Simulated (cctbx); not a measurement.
## Resonant diffraction in RbGePb

Space group Pnma (no. 62), a = 8.8300 Å, b = 5.4710 Å, c = 10.2120 Å, α = 90.00°, β = 90.00°, γ = 90.00°.

```csv
atom,mult.,x,y,z,Ueq (Å²)
Pb1,4,0.9892,3/4,0.1897,0.0086
Rb1,4,0.6728,1/4,0.0792,0.0146
Ge1,4,0.2183,3/4,0.6024,0.0103
```

The model was made for the exercise: a known structure type with other elements put in, its volume estimated, not relaxed; displacement parameters are assumed.

Calculated with cctbx: free-atom f′ and f″ from the Sasaki tables, no fine structure; amplitudes in electrons.

```csv
E (eV),F 2 0 1,F 1 0 3,F 1 1 2,F 2 1 1
10503,9.5,236.6,249.9,329.4
10853,8.7,235.7,248.2,326.4
10983,8.0,235.4,247.3,324.3
11043,7.4,235.3,246.6,322.5
11073,6.8,235.4,245.9,320.9
11088,6.1,235.5,245.4,319.3
11095,5.6,235.7,244.9,317.9
11099,5.0,235.8,244.4,316.5
11107,6.4,235.9,244.2,316.1
11111,7.0,235.6,244.8,318.0
11118,7.5,235.4,245.4,319.5
11133,8.0,235.1,245.9,321.2
11163,8.6,234.8,246.4,322.7
11253,9.4,234.1,246.8,324.4
11503,10.2,232.7,246.7,325.7
```

**Question.** Which edge is crossed, and why do the reflections move as they do?

The K edge of Ge. The edge is at 11103 eV. f′ of Ge falls from -4.1 e at 10983 eV to -7.5 e at 4 eV below it, and f″ steps from 0.49 to 3.88 e across it. Over that approach |F| changes by -38 % (2 0 1), +0 % (1 0 3), -1 % (1 1 2) and -2 % (2 1 1): a reflection falls where Ge scatters in phase with the total and rises where it scatters against it; it hardly moves where the Ge term is small or cancels by symmetry. Above the edge the larger f″ enters the imaginary part, where it can add to or cancel the other atoms' f″. The structure is centrosymmetric, so Friedel mates stay equal.

[Logs are printed without paths, hosts, clocks, repeated set-up lines and the standing remarks that a program may print on its own settings, such as how far it seeks lower states.]
